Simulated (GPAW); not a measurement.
## GaP (F-43m): how ε∞ follows the gap

The empty bands of GaP (F-43m) are shifted up rigidly by Δ, and ε∞ is computed for each shift.

It takes space group F-43m (No. 216, cubic). The conventional cell has a = 5.451 Å, b = 5.451 Å, c = 5.451 Å, α = 90.00°, β = 90.00°, γ = 90.00°. Around Ga on site a lie 4 P at 2.36 Å. P on site c has 4 Ga at 2.36 Å as nearest neighbours.

Method: GPAW 26.7.0, PBE, RPA, k-mesh 13×13×13, local fields up to 70 eV, Lorentzian half width 0.12 eV.

Launch of the response step: `OMP_NUM_THREADS=1 python df.py`. The series took 2.1 min in all, its band step included, on 1 thread of Arm Neoverse V1 (shared host).

| Δ (eV) | ε∞ |
| --- | --- |
| 0.00 | 9.401 |
| 0.25 | 8.964 |
| 0.50 | 8.574 |
| 0.75 | 8.223 |
| 1.00 | 7.907 |
| 1.50 | 7.356 |
| 2.00 | 6.894 |
| 3.00 | ? |

With one effective transition at E₀ and fixed dipole strength, ε∞ − 1 = A/(E₀ + Δ), so 1/(ε∞ − 1) is linear in Δ.

Working, on the rows shown:

| x = Δ (eV) | y = 1/(ε∞ − 1) |
| --- | --- |
| 0 | 0.119033 |
| 0.25 | 0.125565 |
| 0.5 | 0.132031 |
| 0.75 | 0.138447 |
| 1 | 0.144781 |
| 1.5 | 0.157332 |
| 2 | 0.169664 |

Means: x̄ = 0.85714, ȳ = 0.14098. Σ(x − x̄)(y − ȳ) = 0.07547, Σ(x − x̄)² = 2.982. Slope = 0.07547 / 2.982 = 0.02531; intercept = ȳ − slope · x̄ = 0.11929. Turned back into ε∞, the line misses the rows shown by at most 0.018.

**Question.** What does the fit predict for the withheld row, and how well does it do?

**Answer.** At x = 3 the line gives y = 0.19521, that is 6.123. The run gave 6.153, so the extrapolation is off by 0.03, 0.9 % of the range in the table.

Refitted with all rows, the slope is 0.025 and the intercept 0.11949. These give E₀ = intercept/slope = 4.8 eV, far above the least direct gap of 1.89 eV: most of the screening comes from transitions well over the edge. Over the first step ε∞ falls by 19 % per eV. Excitons are left out; PBE gaps are as a rule too small. The values come from a sum over the points of one k-mesh and carry its error, which grows as the direct gap shrinks. Spin-orbit coupling is left out.
